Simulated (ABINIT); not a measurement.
# Quasiparticle gap of Ba2IBrF2 (P4mm) in ABINIT, part 2 of 3

Aim: the G0W0 gap of Ba2IBrF2 (P4mm) on PBEsol, step by step.

ABINIT 10.8.3; PBEsol and many-body steps on it, plane waves. Known limits of the many-body steps: not at the basis limit; no spin-orbit coupling; coarse k mesh.

So far. Step 2 (Ground state): The gap is direct, at Γ.

### 3. Bands along the symmetry lines

Level of this step: DFT, PBEsol, plane waves, norm-conserving pseudopotentials (ABINIT).

The cheap functional maps the bands first; the places of the edges decide which points the dearer methods must see.

The input, run.abi:

```
acell 3*1.0 Angstrom
rprim 
  4.623364000000 0.000000000000 0.000000000000
  0.000000000000 4.623364000000 0.000000000000
  0.000000000000 0.000000000000 7.991386000000
ntypat 4
znucl 56 53 35 9
natom 6
typat 1 1 2 3 4 4
xred 
  0.500000000000 0.500000000000 0.827396000000
  0.000000000000 0.000000000000 0.185191000000
  0.000000000000 0.000000000000 0.641387000000
  0.500000000000 0.500000000000 0.340098000000
  0.500000000000 0.000000000000 0.002964000000
  0.000000000000 0.500000000000 0.002964000000
pp_dirpath "pseudos"
pseudos "Ba.upf, I.upf, Br.upf, F.upf"
ecut 36
iscf -2
irdden 1
kptopt 0
nkpt 75
kpt 
  0.00000000 0.00000000 0.00000000
  0.00000000 0.06250000 0.00000000
  0.00000000 0.12500000 0.00000000
  0.00000000 0.18750000 0.00000000
  0.00000000 0.25000000 0.00000000
  0.00000000 0.31250000 0.00000000
  0.00000000 0.37500000 0.00000000
  0.00000000 0.43750000 0.00000000
  0.00000000 0.50000000 0.00000000
  0.06250000 0.50000000 0.00000000
  0.12500000 0.50000000 0.00000000
  0.18750000 0.50000000 0.00000000
  0.25000000 0.50000000 0.00000000
  0.31250000 0.50000000 0.00000000
  0.37500000 0.50000000 0.00000000
  0.43750000 0.50000000 0.00000000
  0.50000000 0.50000000 0.00000000
  0.43750000 0.43750000 0.00000000
  0.37500000 0.37500000 0.00000000
  0.31250000 0.31250000 0.00000000
  0.25000000 0.25000000 0.00000000
  0.18750000 0.18750000 0.00000000
  0.12500000 0.12500000 0.00000000
  0.06250000 0.06250000 0.00000000
  0.00000000 0.00000000 0.00000000
  0.00000000 0.00000000 0.06250000
  0.00000000 0.00000000 0.12500000
  0.00000000 0.00000000 0.18750000
  0.00000000 0.00000000 0.25000000
  0.00000000 0.00000000 0.31250000
  0.00000000 0.00000000 0.37500000
  0.00000000 0.00000000 0.43750000
  0.00000000 0.00000000 0.50000000
  0.00000000 0.06250000 0.50000000
  0.00000000 0.12500000 0.50000000
  0.00000000 0.18750000 0.50000000
  0.00000000 0.25000000 0.50000000
  0.00000000 0.31250000 0.50000000
  0.00000000 0.37500000 0.50000000
  0.00000000 0.43750000 0.50000000
  0.00000000 0.50000000 0.50000000
  0.06250000 0.50000000 0.50000000
  0.12500000 0.50000000 0.50000000
  0.18750000 0.50000000 0.50000000
  0.25000000 0.50000000 0.50000000
  0.31250000 0.50000000 0.50000000
  0.37500000 0.50000000 0.50000000
  0.43750000 0.50000000 0.50000000
  0.50000000 0.50000000 0.50000000
  0.43750000 0.43750000 0.50000000
  0.37500000 0.37500000 0.50000000
  0.31250000 0.31250000 0.50000000
  0.25000000 0.25000000 0.50000000
  0.18750000 0.18750000 0.50000000
  0.12500000 0.12500000 0.50000000
  0.06250000 0.06250000 0.50000000
  0.00000000 0.00000000 0.50000000
  0.00000000 0.50000000 0.00000000
  0.00000000 0.50000000 0.06250000
  0.00000000 0.50000000 0.12500000
  0.00000000 0.50000000 0.18750000
  0.00000000 0.50000000 0.25000000
  0.00000000 0.50000000 0.31250000
  0.00000000 0.50000000 0.37500000
  0.00000000 0.50000000 0.43750000
  0.00000000 0.50000000 0.50000000
  0.50000000 0.50000000 0.00000000
  0.50000000 0.50000000 0.06250000
  0.50000000 0.50000000 0.12500000
  0.50000000 0.50000000 0.18750000
  0.50000000 0.50000000 0.25000000
  0.50000000 0.50000000 0.31250000
  0.50000000 0.50000000 0.37500000
  0.50000000 0.50000000 0.43750000
  0.50000000 0.50000000 0.50000000
istwfk *1
nband 31
nbdbuf 2
tolwfr 1e-08
nstep 40
prtwf 0
prtvol 0
indata_prefix "in"
outdata_prefix "out"
tmpdata_prefix "tmp"
```

On the command line:

```
$ OMP_NUM_THREADS=1 mpirun -n 4 abinit run.abi > log
```

Numbers of over 12 decimals in the logs are rounded to 6 here.

Output:

```text
.Version 10.8.3 of ABINIT. v10.8.2 released Aug 2026.

 Symmetries : space group P4 m m (# 99); Bravais tP (primitive tetrag.)
[... echo of the input left out ...]
== DATASET  1 ==================================================================
-   mpi_nproc: 4, omp_nthreads: 1 (-1 if OMP is not activated)

--- !DatasetInfo
iteration_state: {dtset: 1, }
dimensions: {natom: 6, nkpt: 75, mband: 31, nsppol: 1, nspinor: 1, nspden: 1, mpw: 11965, }
cutoff_energies: {ecut:  36.0, pawecutdg:  -1.0, }
electrons: {nelect:   4.80000000E+01, charge:   0.00000000E+00, occopt:   1.00000000E+00, tsmear:   1.00000000E-02, }

 Real(R)+Recip(G) space primitive vectors, cartesian coordinates (Bohr,Bohr^-1):
 R(1)=  8.7368917  0.0000000  0.0000000  G(1)=  0.1144572  0.0000000  0.0000000
 R(2)=  0.0000000  8.7368917  0.0000000  G(2)=  0.0000000  0.1144572  0.0000000
 R(3)=  0.0000000  0.0000000 15.1015309  G(3)=  0.0000000  0.0000000  0.0662185
 Unit cell volume ucvol=  1.1527493E+03 bohr^3
 Angles (23,13,12)=  9.00000000E+01  9.00000000E+01  9.00000000E+01 degrees

 getcut: wavevector=  0.0000  0.0000  0.0000  ngfft=  48  48  90
         ecut(hartree)=     36.000   => boxcut(ratio)=   2.03408

--- Pseudopotential description ------------------------------------------------
- Ba Generated using ONCVPSP code by D. R. Hamann
- 56.00000  10.00000  180301                  znucl, zion, pspdat
12 -116133 2 -1 1936                          pspcod,pspxc,lmax,lloc,mmax
     nproj     2     2     2
  pspatm : epsatm=   26.37418133
         --- l  ekb(1:nproj) -->
             0    6.652372    0.677024
             1    5.027722    0.408462
             2    2.543237    0.416854
 pspatm: atomic psp has been read  and splines computed

- I Generated using ONCVPSP code by D. R. Hamann
- 53.00000   7.00000  180301                  znucl, zion, pspdat
12 -116133 2 -1 1182                          pspcod,pspxc,lmax,lloc,mmax
     nproj     2     2     2
  pspatm : epsatm=   18.14238455
         --- l  ekb(1:nproj) -->
[...]
pspatm: atomic psp has been read  and splines computed

- Br Generated using ONCVPSP code by D. R. Hamann
- 35.00000   7.00000  180301                  znucl, zion, pspdat
12 -116133 2 -1 1098                          pspcod,pspxc,lmax,lloc,mmax
     nproj     2     2     2
  pspatm : epsatm=   10.94932683
         --- l  ekb(1:nproj) -->
[...]
pspatm: atomic psp has been read  and splines computed

- F Generated using ONCVPSP code by D. R. Hamann
-  9.00000   7.00000  180301                  znucl, zion, pspdat
12 -116133 2 -1 832                           pspcod,pspxc,lmax,lloc,mmax
     nproj     2     2     1
  pspatm : epsatm=    4.89824381
         --- l  ekb(1:nproj) -->
[...]
2   -2.394754
 pspatm: atomic psp has been read  and splines computed

[...]
2.7753E-02  2.7753E-02  5.8120E-02  6.3152E-02  6.8346E-02  6.8346E-02
  3.1215E-01  3.1215E-01  3.1280E-01  3.2442E-01  3.3083E-01  3.5037E-01
  3.7118E-01

--- !ResultsGS
iteration_state: {dtset: 1, }
comment   : Summary of ground state results
lattice_vectors:
- [  8.7368917,   0.0000000,   0.0000000, ]
- [  0.0000000,   8.7368917,   0.0000000, ]
- [  0.0000000,   0.0000000,  15.1015309, ]
lattice_lengths: [   8.73689,    8.73689,   15.10153, ]
lattice_angles: [ 90.000,  90.000,  90.000, ] # degrees, (23, 13, 12)
lattice_volume:   1.1527493E+03
convergence: {deltae:  0.000E+00, res2:  0.000E+00, residm:  9.992E-09, diffor:  0.000E+00, }
etotal    :  -1.34458471E+02
entropy   :   0.00000000E+00
fermie    :   8.80725935E-02
cartesian_stress_tensor: null
pressure_GPa: null
xred      :
- [  5.0000E-01,   5.0000E-01,   8.2740E-01, Ba]
- [  0.0000E+00,   0.0000E+00,   1.8519E-01, Ba]
- [  0.0000E+00,   0.0000E+00,   6.4139E-01,  I]
- [  5.0000E-01,   5.0000E-01,   3.4010E-01, Br]
- [  5.0000E-01,   0.0000E+00,   2.9640E-03,  F]
- [  0.0000E+00,   5.0000E-01,   2.9640E-03,  F]
cartesian_forces: null
force_length_stats: {min: null, max: null, mean: null, }

 Integrated electronic density in atomic spheres:
 ------------------------------------------------
 Atom  Sphere_radius  Integrated_density
[...]
================================================================================

 ----iterations are completed or convergence reached----

 Mean square residual over all n,k,spin=   56.573E-10; max=  99.918E-10
 reduced coordinates (array xred) for    6 atoms
[...]
0.500000000000      0.000000000000      0.002964000000
       0.000000000000      0.500000000000      0.002964000000

 cartesian coordinates (angstrom) at end:
    1      2.311682     2.311682     6.612041
    2      0.000000     0.000000     1.479933
    3      0.000000     0.000000     5.125571
    4      2.311682     2.311682     2.717854
    5      2.311682     0.000000     0.023686
    6      0.000000     2.311682     0.023686
 length scales=  1.889726125908  1.889726125908  1.889726125908 bohr
              =  1.000000000000  1.000000000000  1.000000000000 angstroms
 prteigrs : about to open file out_EIG
 Eigenvalues (hartree) for nkpt=  75  k points:
 kpt#   1, nband= 31, wtk=  1.00000, kpt=  0.0000  0.0000  0.0000 (reduced coord)
[...]
kpt#   2, nband= 31, wtk=  1.00000, kpt=  0.0000  0.0625  0.0000 (reduced coord)
[...]
kpt#   3, nband= 31, wtk=  1.00000, kpt=  0.0000  0.1250  0.0000 (reduced coord)
[...]
kpt#  74, nband= 31, wtk=  1.00000, kpt=  0.5000  0.5000  0.4375 (reduced coord)
[...]
0.31016    0.31228    0.31228    0.32161    0.33307    0.35224    0.37221
 kpt#  75, nband= 31, wtk=  1.00000, kpt=  0.5000  0.5000  0.5000 (reduced coord)
[...]
-0.31302   -0.30659   -0.30659   -0.29485   -0.03623   -0.03337   -0.01448   -0.01311
  -0.01080   -0.01080    0.02775    0.02775    0.05812    0.06315    0.06835    0.06835
   0.31215    0.31215    0.31280    0.32442    0.33083    0.35037    0.37118

== END DATASET(S) ==============================================================
================================================================================

 -outvars: echo values of variables after computation  --------
            nband          31
             nkpt          75
          spgroup          99
 [... the other variables as echoed above ...]

 Calculation completed.
```

The job ended after 7.5 min (4 MPI ranks of Intel Xeon Platinum 8259CL at 2.50GHz (Skylake/Cascade Lake), shared host; peak memory 0.8 GiB).

This step gave:

```yaml
gap: 4.250 eV
k_of_the_valence_top: 0, 0, 0
k_of_the_conduction_bottom: 0, 0, 0
least_direct_gap: 4.250 eV
```

The gap is 4.250 eV, as in the run before at this level.

The electronic bands at the labelled points (eV, zero at the top of the highest filled band):

```csv
point,band 21,band 22,band 23,band 24,band 25,band 26,band 27,band 28
Γ,-0.86,-0.18,0.00,0.00,4.25,4.56,5.00,5.65
halfway,-0.87,-0.54,-0.19,-0.17,5.04,5.25,5.53,5.68
X,-0.84,-0.41,-0.41,-0.33,5.00,5.06,5.52,5.58
halfway,-0.78,-0.58,-0.43,-0.39,5.22,5.39,5.51,5.66
M,-0.81,-0.69,-0.54,-0.54,5.24,5.38,6.22,6.22
halfway,-0.91,-0.58,-0.30,-0.26,5.17,5.25,5.59,5.96
Γ,-0.86,-0.18,0.00,0.00,4.25,4.56,5.00,5.65
halfway,-0.84,-0.39,-0.02,-0.02,4.39,4.97,5.40,5.44
Z,-0.81,-0.64,-0.03,-0.03,4.64,5.04,5.57,5.84
halfway,-0.82,-0.35,-0.22,-0.19,5.25,5.49,5.79,5.89
R,-0.83,-0.39,-0.33,-0.32,5.29,5.30,5.97,6.29
halfway,-0.83,-0.63,-0.50,-0.45,5.57,5.80,6.31,6.31
A,-0.81,-0.68,-0.54,-0.54,6.10,6.10,6.12,6.43
halfway,-1.12,-0.51,-0.34,-0.27,5.63,5.98,6.18,6.22
Z,-0.81,-0.64,-0.03,-0.03,4.64,5.04,5.57,5.84
jump to X,-0.84,-0.41,-0.41,-0.33,5.00,5.06,5.52,5.58
halfway,-0.84,-0.40,-0.36,-0.32,5.13,5.18,5.76,5.92
R,-0.83,-0.39,-0.33,-0.32,5.29,5.30,5.97,6.29
jump to M,-0.81,-0.69,-0.54,-0.54,5.24,5.38,6.22,6.22
halfway,-0.81,-0.68,-0.54,-0.54,5.56,5.78,6.15,6.15
A,-0.81,-0.68,-0.54,-0.54,6.10,6.10,6.12,6.43
```

### 4. Empty states on the mesh, 2×2×1 mesh, 149 bands

The sums over transitions need many empty states on a uniform mesh; this step solves for them.

The input, run.abi:

```
acell 3*1.0 Angstrom
rprim 
  4.623364000000 0.000000000000 0.000000000000
  0.000000000000 4.623364000000 0.000000000000
  0.000000000000 0.000000000000 7.991386000000
ntypat 4
znucl 56 53 35 9
natom 6
typat 1 1 2 3 4 4
xred 
  0.500000000000 0.500000000000 0.827396000000
  0.000000000000 0.000000000000 0.185191000000
  0.000000000000 0.000000000000 0.641387000000
  0.500000000000 0.500000000000 0.340098000000
  0.500000000000 0.000000000000 0.002964000000
  0.000000000000 0.500000000000 0.002964000000
pp_dirpath "pseudos"
pseudos "Ba.upf, I.upf, Br.upf, F.upf"
ecut 36
ngkpt 2 2 1
nshiftk 1
shiftk 0 0 0
kptopt 1
chksymbreak 0
iscf -2
irdden 1
istwfk *1
nband 149
nbdbuf 12
tolwfr 1e-09
nstep 60
prtvol 0
indata_prefix "in"
outdata_prefix "out"
tmpdata_prefix "tmp"
```

On the command line:

```
$ OMP_NUM_THREADS=1 mpirun -n 3 abinit run.abi > log
```

Output:

```text
.Version 10.8.3 of ABINIT. v10.8.2 released Aug 2026.

 Symmetries : space group P4 m m (# 99); Bravais tP (primitive tetrag.)
[... echo of the input left out ...]
== DATASET  1 ==================================================================
-   mpi_nproc: 3, omp_nthreads: 1 (-1 if OMP is not activated)

--- !DatasetInfo
iteration_state: {dtset: 1, }
dimensions: {natom: 6, nkpt: 3, mband: 149, nsppol: 1, nspinor: 1, nspden: 1, mpw: 11965, }
cutoff_energies: {ecut:  36.0, pawecutdg:  -1.0, }
electrons: {nelect:   4.80000000E+01, charge:   0.00000000E+00, occopt:   1.00000000E+00, tsmear:   1.00000000E-02, }

 Real(R)+Recip(G) space primitive vectors, cartesian coordinates (Bohr,Bohr^-1):
 R(1)=  8.7368917  0.0000000  0.0000000  G(1)=  0.1144572  0.0000000  0.0000000
 R(2)=  0.0000000  8.7368917  0.0000000  G(2)=  0.0000000  0.1144572  0.0000000
 R(3)=  0.0000000  0.0000000 15.1015309  G(3)=  0.0000000  0.0000000  0.0662185
 Unit cell volume ucvol=  1.1527493E+03 bohr^3
 Angles (23,13,12)=  9.00000000E+01  9.00000000E+01  9.00000000E+01 degrees

 getcut: wavevector=  0.0000  0.0000  0.0000  ngfft=  48  48  90
         ecut(hartree)=     36.000   => boxcut(ratio)=   2.03408

--- Pseudopotential description ------------------------------------------------
- Ba Generated using ONCVPSP code by D. R. Hamann
- 56.00000  10.00000  180301                  znucl, zion, pspdat
12 -116133 2 -1 1936                          pspcod,pspxc,lmax,lloc,mmax
     nproj     2     2     2
  pspatm : epsatm=   26.37418133
         --- l  ekb(1:nproj) -->
             0    6.652372    0.677024
             1    5.027722    0.408462
             2    2.543237    0.416854
 pspatm: atomic psp has been read  and splines computed

- I Generated using ONCVPSP code by D. R. Hamann
- 53.00000   7.00000  180301                  znucl, zion, pspdat
12 -116133 2 -1 1182                          pspcod,pspxc,lmax,lloc,mmax
     nproj     2     2     2
  pspatm : epsatm=   18.14238455
         --- l  ekb(1:nproj) -->
[...]
pspatm: atomic psp has been read  and splines computed

- Br Generated using ONCVPSP code by D. R. Hamann
- 35.00000   7.00000  180301                  znucl, zion, pspdat
12 -116133 2 -1 1098                          pspcod,pspxc,lmax,lloc,mmax
     nproj     2     2     2
  pspatm : epsatm=   10.94932683
         --- l  ekb(1:nproj) -->
[...]
pspatm: atomic psp has been read  and splines computed

- F Generated using ONCVPSP code by D. R. Hamann
-  9.00000   7.00000  180301                  znucl, zion, pspdat
12 -116133 2 -1 832                           pspcod,pspxc,lmax,lloc,mmax
     nproj     2     2     1
  pspatm : epsatm=    4.89824381
         --- l  ekb(1:nproj) -->
[...]
2   -2.394754
 pspatm: atomic psp has been read  and splines computed

[...]
5.83E-08  5.39E-06  6.15E-06  7.32E-05  2.04E-05
 -8.5878E-01 -8.5456E-01 -6.9051E-01 -6.8937E-01 -3.8071E-01 -3.2098E-01
 -3.1467E-01 -3.1467E-01 -3.0660E-01 -3.0648E-01 -3.0648E-01 -2.8954E-01
 -3.3639E-02 -2.9211E-02 -2.9118E-02 -2.9118E-02 -1.1673E-02 -1.1673E-02
[...]
1.5008E+00  1.5193E+00  1.5226E+00  1.5584E+00  1.5628E+00  1.5628E+00
  1.5643E+00  1.5705E+00  1.5777E+00  1.5783E+00  1.5783E+00  1.6097E+00
  1.6193E+00  1.6193E+00  1.6449E+00  1.6452E+00  1.6473E+00
 prteigrs : prtvol=0 or 1, do not print more k-points.

--- !ResultsGS
iteration_state: {dtset: 1, }
comment   : Summary of ground state results
lattice_vectors:
- [  8.7368917,   0.0000000,   0.0000000, ]
- [  0.0000000,   8.7368917,   0.0000000, ]
- [  0.0000000,   0.0000000,  15.1015309, ]
lattice_lengths: [   8.73689,    8.73689,   15.10153, ]
lattice_angles: [ 90.000,  90.000,  90.000, ] # degrees, (23, 13, 12)
lattice_volume:   1.1527493E+03
convergence: {deltae:  0.000E+00, res2:  0.000E+00, residm:  9.974E-10, diffor:  0.000E+00, }
etotal    :  -1.34458471E+02
entropy   :   0.00000000E+00
fermie    :   8.80725935E-02
cartesian_stress_tensor: null
pressure_GPa: null
xred      :
- [  5.0000E-01,   5.0000E-01,   8.2740E-01, Ba]
- [  0.0000E+00,   0.0000E+00,   1.8519E-01, Ba]
- [  0.0000E+00,   0.0000E+00,   6.4139E-01,  I]
- [  5.0000E-01,   5.0000E-01,   3.4010E-01, Br]
- [  5.0000E-01,   0.0000E+00,   2.9640E-03,  F]
- [  0.0000E+00,   5.0000E-01,   2.9640E-03,  F]
cartesian_forces: null
force_length_stats: {min: null, max: null, mean: null, }

 Integrated electronic density in atomic spheres:
 ------------------------------------------------
 Atom  Sphere_radius  Integrated_density
[...]
================================================================================

 ----iterations are completed or convergence reached----

 Mean square residual over all n,k,spin=   51.750E-11; max=  99.742E-11
 reduced coordinates (array xred) for    6 atoms
[...]
0.500000000000      0.000000000000      0.002964000000
       0.000000000000      0.500000000000      0.002964000000

 cartesian coordinates (angstrom) at end:
    1      2.311682     2.311682     6.612041
    2      0.000000     0.000000     1.479933
    3      0.000000     0.000000     5.125571
    4      2.311682     2.311682     2.717854
    5      2.311682     0.000000     0.023686
    6      0.000000     2.311682     0.023686
 length scales=  1.889726125908  1.889726125908  1.889726125908 bohr
              =  1.000000000000  1.000000000000  1.000000000000 angstroms
 prteigrs : about to open file out_EIG
 Eigenvalues (hartree) for nkpt=   3  k points:
 kpt#   1, nband=149, wtk=  0.25000, kpt=  0.0000  0.0000  0.0000 (reduced coord)
[...]
1.45109    1.49738    1.49738    1.50075    1.50075    1.51934    1.52262    1.55838
   1.56281    1.56281    1.56434    1.57050    1.57768    1.57829    1.57829    1.60965
   1.61927    1.61928    1.64495    1.64521    1.64731
 prteigrs : prtvol=0 or 1, do not print more k-points.

== END DATASET(S) ==============================================================
================================================================================

 -outvars: echo values of variables after computation  --------
            nband         149
             nkpt           3
          spgroup          99
 [... the other variables as echoed above ...]

 Calculation completed.
```

Wall time 2.8 min (3 MPI ranks); peak memory 0.44 GiB; 8.4 min of CPU time.

Numbers from this step:

```
gap                                                           : 4.250 eV
k of the valence top                                          : 0, 0, 0
k of the conduction bottom                                    : 0, 0, 0
least direct gap                                              : 4.250 eV
k points computed                                             : 3
lowest point of the top converged band, above the valence top : 40.09 eV
```

On this mesh the gap is 4.250 eV.

(Part 2 of 3 ends here.)

[Paths, hosts, dates, memory and timing lines, banners, echoed tables and standing remarks are left out of the program output.]

[Logs are printed without paths, hosts, clocks, repeated set-up lines and the standing remarks that a program may print on its own settings, such as how far it seeks lower states.]

[Runs of the session that timed out or met a known fault of the program may be left out.]

[Hosts, paths, dates, database ids (printed as entryN), source tags and the programs' standing remarks are cut or masked in the printed files.]

[G0W0 gaps are taken among the corrected bands and points alone; a level outside them can change the order at an edge.]

[Where Ansatz stands beside ABINIT at settings called matched, ABINIT's density can come from a denser mesh and the files from another edition; pairs whose starting gaps differed by over 0.03 eV were left out, so agreement reads better than it is.]
